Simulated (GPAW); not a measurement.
# zinc-blende (GaP)₁₋ₓ(InP)ₓ at x = 0.125: the P K absorption edge

What does the P K edge look like in zinc-blende (GaP)₁₋ₓ(InP)ₓ at x = 0.125?

Method: X-ray absorption from dipole matrix elements to empty bands, plane-wave PAW LDA, in GPAW 26.7.0.

**1. Starting point**

The cell holds 16 atoms: 7 Ga, 8 P and 1 In. Cell: a = 7.783 Å, b = 7.783 Å, c = 7.783 Å, α = 60.0°, β = 60.0°, γ = 60.0°. 16-atom zinc-blende cell, 1 of 8 Ga sites taken by In at random, lattice constants typed for the ends and interpolated (Vegard).

**2. Relaxation**

The cell was built by hand, so its atoms are relaxed first: near-edge features follow bond lengths closely.

relax.py reads:

```python
import numpy as np
from ase import Atoms
from ase.parallel import parprint, paropen
from gpaw import GPAW, PW, FermiDirac, Mixer, MixerDif, setup_paths
from ase.optimize import BFGS

atoms = Atoms('GaPGaPGaPGaPGaPInPGaPGaP',
    cell=[[0, 5.50325, 5.50325],
     [5.50325, 0, 5.50325],
     [5.50325, 5.50325, 0]],
    scaled_positions=[[0.999313, 0.000405, 0.999517],
     [0.125822, 0.127333, 0.124015],
     [0.000342, 0.001323, 0.500219],
     [0.122343, 0.125484, 0.626272],
     [0.998404, 0.499622, 0.000263],
     [0.128085, 0.625863, 0.123283],
     [0.002522, 0.498661, 0.501275],
     [0.122317, 0.625208, 0.624612],
     [0.499067, 0.001058, 0.996351],
     [0.625803, 0.120917, 0.123583],
     [0.500714, 0.002695, 0.495456],
     [0.623569, 0.126824, 0.626849],
     [0.49942, 0.500959, 0.998748],
     [0.625018, 0.621072, 0.127207],
     [0.495982, 0.503265, 0.501396],
     [0.620325, 0.622773, 0.626588]],
    pbc=True)
atoms.calc = GPAW(legacy_gpaw=True, mode=PW(400, force_complex_dtype=True), xc='LDA', setups={},
    kpts={'size': (3, 3, 3), 'gamma': True}, occupations=FermiDirac(0.08),
    charge=0, mixer=Mixer(0.1, 5, 50), maxiter=150,
    convergence={'density': 0.0001, 'eigenstates': 1e-6}, txt='relax.txt')
steps = []
opt = BFGS(atoms, logfile='-')
opt.attach(lambda: steps.append([atoms.get_potential_energy(), float(np.linalg.norm(atoms.get_forces(), axis=1).max())]))
done = opt.run(fmax=0.05, steps=30)
out = dict(done=bool(done), steps=steps, frac=atoms.get_scaled_positions().tolist())
import json
with paropen('out.json', 'w') as f:
    json.dump(out, f)
```

On the command line:

```sh
$ OMP_NUM_THREADS=1 mpirun -n 4 gpaw python relax.py
```

Numbers of over 12 decimals in the logs are rounded to 6 here.

The log of the run:

```text
Input parameters:
  convergence: {density: 0.0001,
                eigenstates: 1e-06}
  kpts: {gamma: True,
         size: (3, 3, 3)}
  maxiter: 150
  mixer: {backend: pulay,
          beta: 0.1,
          method: separate,
          nmaxold: 5,
          weight: 50}
  mode: {ecut: 400.0,
         force_complex_dtype: True,
         name: pw}
  occupations: {fixmagmom: False,
                name: fermi-dirac,
[...]
Forces in eV/Ang:
[...]
14 Ga   -0.01409   -0.00409    0.01461
 15 P     0.01022   -0.00501   -0.00353
Step     Time          Energy          fmax
BFGS:    0 02:29:33      -81.740286        1.683220
BFGS:    1 02:29:51      -81.839230        1.168008
BFGS:    2 02:30:13      -81.961974        0.156197
BFGS:    3 02:30:29      -81.963709        0.075736
BFGS:    4 02:30:41      -81.964374        0.063843
BFGS:    5 02:30:53      -81.964922        0.030437
[key lines of the parts left out:]
Converged after 6 iterations.
Dipole moment: (-24.303441, -25.476519, -24.076921) |e|*Ang
Free energy:    -81.964922
Fermi level: 5.39841
```

The job ended after 1.9 min (4 MPI ranks of Arm Neoverse V2, shared host; peak memory 0.31 GiB).

In 5 steps the energy fell by 225 meV (energies extrapolated to zero smearing) and the largest force to 0.030 eV/Å. Atom 10 (P; the text counts from 1, the script from 0) is among those that moved most, by 0.09 Å.

**3. Ground state of the crystal**

A plain self-consistent run shows whether there is a gap, which decides the set-up of the core-hole run.

scf.py reads:

```python
import numpy as np
from ase import Atoms
from ase.parallel import parprint, paropen
from gpaw import GPAW, PW, FermiDirac, Mixer, MixerDif, setup_paths
from gpaw.test import gen
setup_paths.insert(0, '.')
gen('P', name='nch1s', xcname='LDA', corehole=(1, 0, 0), write_xml=True)
from gpaw.mpi import world
world.barrier()

atoms = Atoms('GaPGaPGaPGaPGaPInPGaPGaP',
    cell=[[0, 5.50325, 5.50325],
     [5.50325, 0, 5.50325],
     [5.50325, 5.50325, 0]],
    scaled_positions=[[0.9999354, 0.0001372, 0.0002026],
     [0.1246345, 0.1255992, 0.1248558],
     [0.9991495, 0.0014148, 0.4998482],
     [0.1114389, 0.129655, 0.6297033],
     [0.9991787, 0.5007744, 0.0004712],
     [0.1252556, 0.6250344, 0.1249557],
     [0.9988115, 0.5000425, 0.4999363],
     [0.12228, 0.626375, 0.6254692],
     [0.4996712, 0.9985934, 0.998683],
     [0.6296324, 0.1283624, 0.1096154],
     [0.5002601, 0.0008592, 0.498251],
     [0.6287231, 0.1308456, 0.6284127],
     [0.5005089, 0.4985989, 0.9995329],
     [0.624078, 0.6238862, 0.1257127],
     [0.4970056, 0.5012683, 0.500895],
     [0.6284919, 0.6120333, 0.6290718]],
    pbc=True)
atoms.calc = calc = GPAW(legacy_gpaw=True, mode=PW(400, force_complex_dtype=True), xc='LDA', setups={1: 'nch1s'},
    kpts={'size': (3, 3, 3), 'gamma': True}, occupations=FermiDirac(0.05),
    charge=0, mixer=Mixer(0.1, 5, 50), maxiter=150,
    convergence={'density': 0.0001, 'eigenstates': 1e-6}, txt='scf.txt')
energy = atoms.get_potential_energy() + calc.get_reference_energy()
ef = calc.get_fermi_level()
out = dict(energy=energy, fermi=ef, forces=atoms.get_forces().tolist())
parprint(f'all-electron energy {energy:.4f} eV, Fermi level {ef:.4f} eV')
ev = np.array([[calc.get_eigenvalues(k, s) for k in range(len(calc.get_ibz_k_points()))] for s in range(calc.get_number_of_spins())])
out['homo'], out['lumo'], out['counts'] = ev[ev < ef].max(), ev[ev > ef].min(), sorted(set((ev < ef).sum((0, 2)).tolist()))
out['filled'] = (ev[:, 0] < ef).sum(1).tolist()
import json
with paropen('out.json', 'w') as f:
    json.dump(out, f)
```

On the command line:

```sh
$ OMP_NUM_THREADS=1 mpirun -n 4 gpaw python scf.py
```

The log of the run:

```text
Input parameters:
  convergence: {density: 0.0001,
                eigenstates: 1e-06}
  kpts: {gamma: True,
         size: (3, 3, 3)}
  maxiter: 150
  mixer: {backend: pulay,
          beta: 0.1,
          method: separate,
          nmaxold: 5,
          weight: 50}
  mode: {ecut: 400.0,
         force_complex_dtype: True,
         name: pw}
  occupations: {fixmagmom: False,
                name: fermi-dirac,
                width: 0.05}
  setups: {1: nch1s}

Initialize ...

[... PAW data sets ...]

Reference energy: -603671.529604  # eV

Spin-paired calculation

[... convergence settings ...]
Symmetries present (total): 1
  [... symmetry matrices ...]

27 k-points: 3 x 3 x 3 Monkhorst-Pack grid
14 k-points in the irreducible part of the Brillouin zone
       k-points in crystal coordinates                weights
   0:     0.00000000    0.00000000    0.00000000          1/27
   1:     0.00000000    0.00000000    0.33333333          2/27
   2:     0.00000000    0.33333333   -0.33333333          2/27
   3:     0.00000000    0.33333333    0.00000000          2/27
   4:     0.00000000    0.33333333    0.33333333          2/27
   5:     0.33333333   -0.33333333   -0.33333333          2/27
   6:     0.33333333   -0.33333333    0.00000000          2/27
   7:     0.33333333   -0.33333333    0.33333333          2/27
   8:     0.33333333    0.00000000   -0.33333333          2/27
   9:     0.33333333    0.00000000    0.00000000          2/27
          ...
  13:     0.33333333    0.33333333    0.33333333          2/27

Wave functions: Plane wave expansion
  Cutoff energy: 400.000 eV
  Number of coefficients (min, max): 5985, 6106
  Pulay-stress correction: 0.000000 eV/Ang^3 (de/decut=0.000000)
  Using FFTW library
  Wavefunction extrapolation:
    Improved wavefunction reuse through dual PAW basis

Occupation numbers: Fermi-Dirac:
  width: 0.0500  # eV

Eigensolver
   Davidson(niter=2)

Densities:
  Coarse grid: 36*36*36 grid
  Fine grid: 72*72*72 grid
  Total Charge: 0.000000

Density mixing:
  Method: separate
  Backend: pulay
  Linear mixing parameter: 0.1
  old densities: 5
  Width of damping distribution: 1.1
  Damping of long wavelength oscillations: 50

[... Hamiltonian set-up ...]
Number of atoms: 16
Number of atomic orbitals: 69
Number of bands in calculation: 49
Number of valence electrons: 74
Bands to converge: occupied

... initialized

Initializing position-dependent things.

Density initialized from atomic densities
Creating initial wave functions:
  49 bands from LCAO basis set

                         Ga            Ga
                 Ga
                            P
                  Ga            Ga
                   P
          Ga         P Ga

            P             P
                 In
                 P

                   P
           P

Atomic positions and initial magnetic moments

Positions:
   0 Ga     0.001870    5.504009    5.503650    ( 0.0000,  0.0000,  0.0000)
   1 P      1.378316    1.373007    1.377099    ( 0.0000,  0.0000,  0.0000)
   2 Ga     2.758576    8.249359    5.506355    ( 0.0000,  0.0000,  0.0000)
   3 P      4.178939    4.078691    1.326800    ( 0.0000,  0.0000,  0.0000)
   4 Ga     2.758480    5.501323    8.254617    ( 0.0000,  0.0000,  0.0000)
   5 P      4.127383    1.376975    4.129033    ( 0.0000,  0.0000,  0.0000)
   6 Ga     5.503133    8.247984    8.248568    ( 0.0000,  0.0000,  0.0000)
[...]
13 P      4.125230    4.126286    6.867859    ( 0.0000,  0.0000,  0.0000)
  14 Ga     5.515155    5.491696    5.493751    ( 0.0000,  0.0000,  0.0000)
  15 P      6.830112    6.920687    6.826920    ( 0.0000,  0.0000,  0.0000)

Unit cell:
           periodic     x           y           z      points  spacing
  1. axis:    yes    0.000000    5.503250    5.503250    36     0.1765
  2. axis:    yes    5.503250    0.000000    5.503250    36     0.1765
  3. axis:    yes    5.503250    5.503250    0.000000    36     0.1765

  Lengths:   7.782771   7.782771   7.782771
  Angles:   60.000000  60.000000  60.000000

Effective grid spacing dv^(1/3) = 0.1926

iter:   1   -83.790132
iter:   2   -83.216873   -1.61  -0.88
iter:   3   -82.109300   -1.41  -0.93
iter:   4   -82.030348   -2.84  -1.36
iter:   5   -82.019698   -2.31  -1.47
iter:   6   -82.006979c  -2.47  -2.01
iter:   7   -81.972482   -3.60  -1.90
iter:   8   -81.965781   -3.73  -2.24
iter:   9   -81.968242c  -4.13  -2.60
iter:  10   -81.964944c  -4.12  -2.50
iter:  11   -81.964947c  -5.48  -3.53
iter:  12   -81.964943c  -5.94  -3.57
iter:  13   -81.964941c  -5.82  -3.65
iter:  14   -81.964927c  -6.84c -3.61
iter:  15   -81.964925c  -6.98c -4.07c

Converged after 15 iterations.

Dipole moment: (-24.301893, -25.473124, -24.076460) |e|*Ang

Energy contributions relative to reference atoms: (reference = -603671.529604)

Kinetic:       +184.497729
Potential:     -163.840520
External:        +0.000000
XC:            -102.992472
Entropy (-ST):   -0.000001
Local:           +0.370339
SIC:             +0.000000
--------------------------
Free energy:    -81.964926
Extrapolated:   -81.964925

Showing only first 2 kpts
 Kpt  Band  Eigenvalues  Occupancy
  0    35      4.74269    2.00000
  0    36      4.74525    2.00000
  0    37      6.04786    0.00001
  0    38      6.09659    0.00000

  1    35      4.39171    2.00000
  1    36      4.39413    2.00000
  1    37      6.37490    0.00000
  1    38      6.60163    0.00000

Fermi level: 5.40465

Gap: 1.303 eV
Transition (v -> c):
  (s=0, k=0, n=36, [0.00, 0.00, 0.00]) -> (s=0, k=0, n=37, [0.00, 0.00, 0.00])
No difference between direct/indirect transitions

Forces in eV/Ang:
  0 Ga   -0.01178    0.00565   -0.00599
  1 P    -0.00162   -0.00367   -0.00210
  2 Ga   -0.02023    0.00328   -0.00526
  3 P    -0.00914   -0.00416    0.00938
  4 Ga   -0.00992   -0.00488   -0.00985
  5 P    -0.00151   -0.00418   -0.00655
  6 Ga    0.00490    0.01018    0.02549
[...]
13 P    -0.00398   -0.00521    0.01042
 14 Ga   -0.01509   -0.00568    0.01582
 15 P     0.00832   -0.00811    0.00087
Scalar-relativistic atomic LDA calculation for P (Phosphorus, Z=15)
Core hole in 1s state (1s occupation: 2.0)
450 radial gridpoints.
|------------------------------------------------|
|------------------------------------------------|
[... the atom generator's iteration count ...]

Energy contributions:
-------------------------
Kinetic:     +341.479749
XC:           -21.839194
Potential:   -660.402537
-------------------------
Total:       -340.761981

state      eigenvalue         ekin         rmax
-----------------------------------------------
1s^2.0 :   -76.281580   106.327718        0.068
2s^2.0 :    -6.362337    15.621703        0.420
2p^6.0 :    -4.575935    14.804944        0.354
3s^2.0 :    -0.515028     2.181743        1.565
3p^3.0 :    -0.205646     1.462587        1.827
-----------------------------------------------
(units: Bohr and Hartree)

Generating PAW setup
Kinetic energy of the core from tauc = 333.550059
Cutoffs:
rc(s)=1.800
rc(p)=1.800
rc(d)=1.800
rc(vbar)=1.620
rc(comp)=1.800
rc(nct)=1.800

Kinetic energy of the core states: 332.728503
Charge: 0.0
Core electrons: 10.0
Valence electrons: 5.0
Pseudo-core charge: 0.181656
Shape function alpha=3.086
Pseudo-electron charge 5.454854
state    eigenvalue         norm
--------------------------------
3s(2) :    -0.515028     1.126397
*s    :     0.484972
3p(3) :    -0.205646     1.006802
*p    :     0.794354
*d    :     0.000000
--------------------------------

Diagonalizing with gridspacing h=0.050

state   all-electron     PAW
-------------------------------
3s:      -0.515028    -0.515337
3p:      -0.205646    -0.205904
*d:                    0.038554
*f:                    0.072541
-------------------------------
all-electron energy -603753.4945 eV, Fermi level 5.4047 eV
```

The job ended after 33 s (4 MPI ranks; peak memory 0.3 GiB).

The mesh shows a gap of 1.30 eV. The excited electron is kept all the same, so that all members of the series, with or without a gap, are treated alike.

**4. Reference energy of the cell**

The photon energy needs a difference of total energies, so the cell and mesh of the coming hole run are first run without a hole.

Edit scf.py of step 3 so:

```diff
@@ -32,3 +32,3 @@
 atoms.calc = calc = GPAW(legacy_gpaw=True, mode=PW(400, force_complex_dtype=True), xc='LDA', setups={1: 'nch1s'},
-    kpts={'size': (3, 3, 3), 'gamma': True}, occupations=FermiDirac(0.05),
+    kpts={'size': (3, 3, 3), 'gamma': True}, occupations=FermiDirac(0.02),
     charge=0, mixer=Mixer(0.1, 5, 50), maxiter=150,
```

The log of the run:

```text
Input parameters:
  convergence: {density: 0.0001,
                eigenstates: 1e-06}
  kpts: {gamma: True,
         size: (3, 3, 3)}
  maxiter: 150
  mixer: {backend: pulay,
          beta: 0.1,
          method: separate,
          nmaxold: 5,
          weight: 50}
  mode: {ecut: 400.0,
         force_complex_dtype: True,
         name: pw}
  occupations: {fixmagmom: False,
                name: fermi-dirac,
[...]
3s(2) :    -0.515028     1.126397
*s    :     0.484972
3p(3) :    -0.205646     1.006802
*p    :     0.794354
*d    :     0.000000
--------------------------------

Diagonalizing with gridspacing h=0.050

state   all-electron     PAW
-------------------------------
3s:      -0.515028    -0.515337
3p:      -0.205646    -0.205904
*d:                    0.038554
*f:                    0.072541
-------------------------------
all-electron energy -603753.4945 eV, Fermi level 5.2578 eV
[key lines of the parts left out:]
Converged after 15 iterations.
Dipole moment: (-24.301893, -25.473124, -24.076460) |e|*Ang
Free energy:    -81.964926
Fermi level: 5.25783
```

Run time: 33 s. Hardware: 4 MPI ranks; peak memory 0.3 GiB.

Reference energy: -603753.495 eV with the cores included.

(Continued in part 2 of 3.)

[Banner, clock and machine lines of the logs are left out without a mark of their own.]

[Logs are printed without paths, hosts, clocks, repeated set-up lines and the standing remarks that a program may print on its own settings, such as how far it seeks lower states.]

[Hosts, paths, dates, database ids (printed as entryN), source tags and the programs' standing remarks are cut or masked in the printed files.]

[Lists of maxima count a maximum above −3 eV only where it reaches 4 % of the highest in the window and stands out from its surroundings by 2 % of it (1.5 % where it reaches 55 %); shoulders and weaker maxima are passed over, and of the rest the first, up to two pre-edge ones and the few strongest are named.]
